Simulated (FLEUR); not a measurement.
# LuFeC2: parallel and opposed starts, part 2 of 3

Does LuFeC2 prefer parallel or opposed moments?

FLEUR MaX-R8.1; PBEsol; all-electron FLAPW, Dirac cores, scalar-relativistic bands.

So far. Step 2 (Start 1: ferro +): After 38 cycles the largest moment stands at 0.968 μB.

## Step 4: Start 3: antiferro q=(0,0,1/2) +-

Reversing part of the moments tests the sign of the couplings between them.

The cell is doubled to 8 atoms to hold this order. The mesh is halved along the doubled vector, so that both cells sample the same points. The k list default-1 (kpts.xml, not shown) is a Γ-centred 8×8×4 mesh.

inp.xml reads:

```
<?xml version="1.0" encoding="UTF-8" standalone="no"?>
<fleurInput fleurInputVersion="0.39">
   <comment>
      LuFeC2
   </comment>
   <calculationSetup>
      <cutoffs Kmax="4.4" Gmax="13.2" GmaxXC="13.2" numbands="0"/>
      <scfLoop itmax="90" minDistance="0.00002" maxIterBroyd="15" imix="Anderson" alpha="0.05" precondParam="0.0" spinf="2.0" sdNocoIR="T"/>
      <coreElectrons ctail="T" frcor="F" kcrel="0" coretail_lmax="0"/>
      <xcFunctional name="PBEs" relativisticCorrections="F"/>
      <magnetism jspins="2"/>
      <soc l_soc="F" theta="0.0" phi="0.0" spav="F"/>
      <expertModes spex="0" secvar="F"/>
      <geometryOptimization l_f="F" forcealpha="1.0" forcemix="BFGS" epsdisp="0.00001" epsforce="0.00001"/>
      <ldaU l_linMix="F" mixParam="0.05" spinf="1.0"/>
   </calculationSetup>
   <cell>
      <bzIntegration valenceElectrons="98.0" mode="hist" fermiSmearingEnergy="0.00110248">
         <kPointListSelection listName="default-1"/>
         <xi:include xmlns:xi="http://www.w3.org/2001/XInclude" href="kpts.xml"> </xi:include>
      </bzIntegration>
      <xi:include xmlns:xi="http://www.w3.org/2001/XInclude" href="sym.xml"> </xi:include>
      <bulkLattice scale="1.0">
         <bravaisMatrix>
            <row-1>    6.5262648292425274     0.0000000000000000     0.0000000000000000</row-1>
            <row-2>    0.0000000000000000     4.2495460851989328     5.5867568633857880</row-2>
            <row-3>    0.0000000000000000    -8.4990921703978657    11.1735137267715761</row-3>
         </bravaisMatrix>
      </bulkLattice>
   </cell>
   <atomSpecies>
      <species name="Lutetium (Lu)" element="Lu" atomicNumber="71">
         <mtSphere radius="2.8" gridPoints="925" logIncrement="0.014"/>
         <atomicCutoffs lmax="10" lnonsphr="8"/>
         <electronConfig flipSpins="F">
            <coreConfig>(1s1/2) (2s1/2) (2p1/2) (2p3/2) (3s1/2) (3p1/2) (3p3/2) (4s1/2) (3d3/2) (3d5/2) (4p1/2) (4p3/2) (4d3/2) (4d5/2)</coreConfig>
            <valenceConfig>(5s1/2) (5p1/2) (5p3/2) (6s1/2) (4f5/2) (4f7/2) (5d3/2) (5d5/2)</valenceConfig>
            <stateOccupation state="(5d3/2)" spinUp="0.200000" spinDown="0.200000"/>
            <stateOccupation state="(5d5/2)" spinUp="0.300000" spinDown="0.300000"/>
         </electronConfig>
         <energyParameters s="6" p="6" d="5" f="4"/>
         <lo type="SCLO" l="0" n="5" eDeriv="0"/>
         <lo type="SCLO" l="1" n="5" eDeriv="0"/>
      </species>
      <species name="Iron (Fe) 2.801" element="Fe" atomicNumber="26">
         <mtSphere radius="2.23" gridPoints="737" logIncrement="0.016"/>
         <atomicCutoffs lmax="8" lnonsphr="6"/>
         <electronConfig flipSpins="F">
            <coreConfig>(1s1/2) (2s1/2) (2p1/2) (2p3/2)</coreConfig>
            <valenceConfig>(3s1/2) (3p1/2) (3p3/2) (4s1/2) (3d3/2) (3d5/2)</valenceConfig>
            <stateOccupation state="(3d3/2)" spinUp="1.4005" spinDown="0.9995"/>
            <stateOccupation state="(3d5/2)" spinUp="3.0" spinDown="0.6"/>
         </electronConfig>
         <energyParameters s="4" p="4" d="3" f="4"/>
         <lo type="SCLO" l="0" n="3" eDeriv="0"/>
         <lo type="SCLO" l="1" n="3" eDeriv="0"/>
      </species>
      <species name="Iron (Fe) -2.801" element="Fe" atomicNumber="26">
         <mtSphere radius="2.23" gridPoints="737" logIncrement="0.016"/>
         <atomicCutoffs lmax="8" lnonsphr="6"/>
         <electronConfig flipSpins="F">
            <coreConfig>(1s1/2) (2s1/2) (2p1/2) (2p3/2)</coreConfig>
            <valenceConfig>(3s1/2) (3p1/2) (3p3/2) (4s1/2) (3d3/2) (3d5/2)</valenceConfig>
            <stateOccupation state="(3d3/2)" spinUp="0.9995" spinDown="1.4005"/>
            <stateOccupation state="(3d5/2)" spinUp="0.6" spinDown="3.0"/>
         </electronConfig>
         <energyParameters s="4" p="4" d="3" f="4"/>
         <lo type="SCLO" l="0" n="3" eDeriv="0"/>
         <lo type="SCLO" l="1" n="3" eDeriv="0"/>
      </species>
      <species name="Carbon (C)" element="C" atomicNumber="6">
         <mtSphere radius="1.3" gridPoints="431" logIncrement="0.024"/>
         <atomicCutoffs lmax="6" lnonsphr="4"/>
         <electronConfig flipSpins="F">
            <coreConfig>(1s1/2)</coreConfig>
            <valenceConfig>(2s1/2) (2p1/2) (2p3/2)</valenceConfig>
            <stateOccupation state="(2p1/2)" spinUp="0.333333" spinDown="0.333333"/>
            <stateOccupation state="(2p3/2)" spinUp="0.666667" spinDown="0.666667"/>
         </electronConfig>
         <energyParameters s="2" p="2" d="3" f="4"/>
      </species>
   </atomSpecies>
   <atomGroups>
      <atomGroup species="Lutetium (Lu)">
         <relPos label="                   1">.0000000000 -.0077542400 .4961228800</relPos>
         <force calculate="T" relaxXYZ="TTT"/>
      </atomGroup>
      <atomGroup species="Lutetium (Lu)">
         <relPos label="                   2">.0000000000 -.0077542400 -.0038771200</relPos>
         <force calculate="T" relaxXYZ="TTT"/>
      </atomGroup>
      <atomGroup species="Iron (Fe) 2.801">
         <relPos label="                   3">1.000/2.000 .3912907300 .1956453650</relPos>
         <force calculate="T" relaxXYZ="TTT"/>
      </atomGroup>
      <atomGroup species="Iron (Fe) -2.801">
         <relPos label="                   4">1.000/2.000 .3912907300 -.3043546350</relPos>
         <force calculate="T" relaxXYZ="TTT"/>
      </atomGroup>
      <atomGroup species="Carbon (C)">
         <relPos label="                   5">1.000/2.000 -.1427186000 .2720909700</relPos>
         <force calculate="T" relaxXYZ="TTT"/>
      </atomGroup>
      <atomGroup species="Carbon (C)">
         <relPos label="                   6">1.000/2.000 -.1427186000 -.2279090300</relPos>
         <force calculate="T" relaxXYZ="TTT"/>
      </atomGroup>
      <atomGroup species="Carbon (C)">
         <relPos label="                   7">1.000/2.000 -.4558180600 .4286407000</relPos>
         <force calculate="T" relaxXYZ="TTT"/>
      </atomGroup>
      <atomGroup species="Carbon (C)">
         <relPos label="                   8">1.000/2.000 -.4558180600 -.0713593000</relPos>
         <force calculate="T" relaxXYZ="TTT"/>
      </atomGroup>
   </atomGroups>
   <output dos="F" band="F" slice="F">
      <bandDOS minEnergy="-.5*Htr" maxEnergy="0.5*Htr" sigma="0.015" storeEVData="T"/>
      <plotting iplot="0" polar="F">
         <plot TwoD="T" vec1="  1.0  0.0  0.0" vec2="  0.0  1.0  0.0" vec3="  0.0  0.0  1.0" zero="  0.0  0.0  0.0" file="plot"/>
      </plotting>
      <moessbauerParams electricFieldGradient="F" isomerShift="F" coreHyperfine="F" valenceHyperfine="F"/>
   </output>
</fleurInput>
```

crystal.txt reads:

```
LuFeC2
&input film=F cartesian=F /
3.45355062000  0.00000000000  0.00000000000
0.00000000000  2.24876294500  2.95638441500
0.00000000000  -4.49752589000  5.91276883000
1.8897261246
1.0 1.0 1.0

8
71 0.00000000000  0.99224576000  0.49612288000
71 0.00000000000  0.99224576000  0.99612288000
26 0.50000000000  0.39129073000  0.19564536500 : 2.801
26 0.50000000000  0.39129073000  0.69564536500 : -2.801
6 0.50000000000  0.85728140000  0.27209097000
6 0.50000000000  0.85728140000  0.77209097000
6 0.50000000000  0.54418194000  0.42864070000
6 0.50000000000  0.54418194000  0.92864070000

&kpt div1=8 div2=8 div3=4 gamma=T /
```

The run is started by

```bash
$ OMP_NUM_THREADS=1 inpgen -f crystal.txt > inpgen.log  # inp.xml is then edited as shown
$ OMP_NUM_THREADS=1 mpirun -n 4 fleur_MPI > fleur.log
```

What it wrote:

```text
[banner, memory and clock lines left out]
Welcome to FLEUR        (www.flapw.de)
      MaX-Release 8.1          (www.max-centre.eu)

 ========== k-point set info ==========
 Selected k-point list: default-1
 k-point list type: mesh
 0 x 0 x 0
 Number of k points: 92

 [... set-up left out ...]
 Iteration:     1   Distance:      22.99888532 me/bohr^3
 Iteration:     2   Distance:      19.09788587 me/bohr^3
 Iteration:     3   Distance:      14.01566397 me/bohr^3
 Iteration:     4   Distance:       9.69600743 me/bohr^3
 Iteration:     5   Distance:       9.16577933 me/bohr^3
[...]
<sumOfEigenvalues value="   -19336.0197662985">
               <coreElectrons value="-19311.3534380437"/>
               <valenceElectrons value="-24.6663282548"/>
            </sumOfEigenvalues>
         [... left out ...]
            <freeEnergy value="-31848.5369738990"/>
            <extrapolationTo0K value="-31848.5366732272"/>
         </totalEnergy>
         <densityConvergence units="me/bohr^3">
            <chargeDensity spin="1" distance="0.0000111343"/>
            <chargeDensity spin="2" distance="0.0000099174"/>
            <overallChargeDensity distance="0.0000134775"/>
            <spinDensity distance="0.0000162176"/>
         </densityConvergence>
      </iteration>
```

It took 28 min on 4 MPI ranks of Intel Xeon Platinum 8375C at 2.90GHz (Ice Lake), shared host; peak memory 1.2 GiB; 1.8 h of CPU time.

Spin moment in the muffin-tin sphere by atom:

| atom | spin moment in the muffin-tin sphere (μB) |
| --- | --- |
| Lu1 | 0.015 |
| Lu2 | -0.015 |
| Fe3 | 0.873 |
| Fe4 | -0.873 |
| C5 | 0.000 |
| C6 | 0.000 |
| C7 | 0.000 |
| C8 | 0.000 |

Read from the output:

```yaml
free_energy: -866642.8410 eV
program_s_band_gap_on_this_mesh_in_a_metal_only_a_level_spacing: 0.002218 eV
magnetization: 0 μB
final_state: antiferromagnetic
```

It lies 16.2 meV a seeded atom over the first start, and its largest moment is 0.873 μB against 0.968 μB.

## Step 5: Order 4, typed as antiferro q=(1/2,0,1/2) +-

Reversing part of the moments tests the sign of the couplings between them.

The cell is doubled to 8 atoms to hold this order. The mesh is halved along the doubled vector, so that both cells sample the same points. The k list default-1 (kpts.xml, not shown) is a Γ-centred 4×8×8 mesh.

Edit inp.xml of step 4 so:

```diff
@@ -24,5 +24,5 @@
          <bravaisMatrix>
-            <row-1>    6.5262648292425274     0.0000000000000000     0.0000000000000000</row-1>
+            <row-1>   13.0525296584850548     0.0000000000000000     0.0000000000000000</row-1>
             <row-2>    0.0000000000000000     4.2495460851989328     5.5867568633857880</row-2>
-            <row-3>    0.0000000000000000    -8.4990921703978657    11.1735137267715761</row-3>
+            <row-3>    6.5262648292425274    -4.2495460851989328     5.5867568633857880</row-3>
          </bravaisMatrix>
@@ -84,7 +84,4 @@
       <atomGroup species="Lutetium (Lu)">
-         <relPos label="                   1">.0000000000 -.0077542400 .4961228800</relPos>
-         <force calculate="T" relaxXYZ="TTT"/>
-      </atomGroup>
-      <atomGroup species="Lutetium (Lu)">
-         <relPos label="                   2">.0000000000 -.0077542400 -.0038771200</relPos>
+         <relPos label="                   1">-.4961228800 -.0077542400 -.0077542400</relPos>
+         <relPos label="                   2">.0038771200 -.0077542400 -.0077542400</relPos>
          <force calculate="T" relaxXYZ="TTT"/>
@@ -92,3 +89,3 @@
       <atomGroup species="Iron (Fe) 2.801">
-         <relPos label="                   3">1.000/2.000 .3912907300 .1956453650</relPos>
+         <relPos label="                   3">.0543546350 .3912907300 .3912907300</relPos>
          <force calculate="T" relaxXYZ="TTT"/>
@@ -96,3 +93,3 @@
       <atomGroup species="Iron (Fe) -2.801">
-         <relPos label="                   4">1.000/2.000 .3912907300 -.3043546350</relPos>
+         <relPos label="                   4">-.4456453650 .3912907300 .3912907300</relPos>
          <force calculate="T" relaxXYZ="TTT"/>
@@ -100,3 +97,3 @@
       <atomGroup species="Carbon (C)">
-         <relPos label="                   5">1.000/2.000 -.1427186000 .2720909700</relPos>
+         <relPos label="                   5">-.0220909700 -.1427186000 -.4558180600</relPos>
          <force calculate="T" relaxXYZ="TTT"/>
@@ -104,3 +101,3 @@
       <atomGroup species="Carbon (C)">
-         <relPos label="                   6">1.000/2.000 -.1427186000 -.2279090300</relPos>
+         <relPos label="                   6">.4779090300 -.1427186000 -.4558180600</relPos>
          <force calculate="T" relaxXYZ="TTT"/>
@@ -108,3 +105,3 @@
       <atomGroup species="Carbon (C)">
-         <relPos label="                   7">1.000/2.000 -.4558180600 .4286407000</relPos>
+         <relPos label="                   7">-.1786407000 -.4558180600 -.1427186000</relPos>
          <force calculate="T" relaxXYZ="TTT"/>
@@ -112,3 +109,3 @@
       <atomGroup species="Carbon (C)">
-         <relPos label="                   8">1.000/2.000 -.4558180600 -.0713593000</relPos>
+         <relPos label="                   8">.3213593000 -.4558180600 -.1427186000</relPos>
          <force calculate="T" relaxXYZ="TTT"/>
```

crystal.txt reads:

```
LuFeC2
&input film=F cartesian=F /
6.90710124000  0.00000000000  0.00000000000
0.00000000000  2.24876294500  2.95638441500
3.45355062000  -2.24876294500  2.95638441500
1.8897261246
1.0 1.0 1.0

8
71 0.50387712000  0.99224576000  0.99224576000
71 0.00387712000  0.99224576000  0.99224576000
26 0.05435463500  0.39129073000  0.39129073000 : 2.801
26 0.55435463500  0.39129073000  0.39129073000 : -2.801
6 0.97790903000  0.85728140000  0.54418194000
6 0.47790903000  0.85728140000  0.54418194000
6 0.82135930000  0.54418194000  0.85728140000
6 0.32135930000  0.54418194000  0.85728140000

&kpt div1=4 div2=8 div3=8 gamma=T /
```

What it wrote:

```text
[banner, memory and clock lines left out]
Welcome to FLEUR        (www.flapw.de)
      MaX-Release 8.1          (www.max-centre.eu)

 ========== k-point set info ==========
 Selected k-point list: default-1
 k-point list type: mesh
 0 x 0 x 0
 Number of k points: 88

 [... set-up left out ...]
 Iteration:     1   Distance:      23.26467676 me/bohr^3
 Iteration:     2   Distance:      19.14789412 me/bohr^3
 Iteration:     3   Distance:      14.60799893 me/bohr^3
 Iteration:     4   Distance:      10.68827219 me/bohr^3
 Iteration:     5   Distance:       9.80522168 me/bohr^3
[...]
<sumOfEigenvalues value="   -19336.0481630998">
               <coreElectrons value="-19311.3940629299"/>
               <valenceElectrons value="-24.6541001699"/>
            </sumOfEigenvalues>
         [... left out ...]
            <freeEnergy value="-31848.5359384474"/>
            <extrapolationTo0K value="-31848.5356060093"/>
         </totalEnergy>
         <densityConvergence units="me/bohr^3">
            <chargeDensity spin="1" distance="0.0005348057"/>
            <chargeDensity spin="2" distance="0.0006379495"/>
            <overallChargeDensity distance="0.0006647887"/>
            <spinDensity distance="0.0009716221"/>
         </densityConvergence>
      </iteration>
```

Run time: 28 min. Hardware: 4 MPI ranks; peak memory 1.4 GiB.

The run was cut off at its time limit.

After 47 cycles the density distance stands at 9.7e-4 me/bohr³, still falling.

(Continued in part 3 of 3.)

[Logs and program files are shortened in this print: banners, set-up blocks, solver, clock and traceback lines can be left out without a mark of their own.]

[Logs are printed without paths, hosts, clocks, repeated set-up lines and the standing remarks that a program may print on its own settings, such as how far it seeks lower states.]

[Hosts, paths, dates, database ids (printed as entryN), source tags and the programs' standing remarks are cut or masked in the printed files.]

[Where a cell is said to come from a database of computed structures, the database is the Materials Project.]
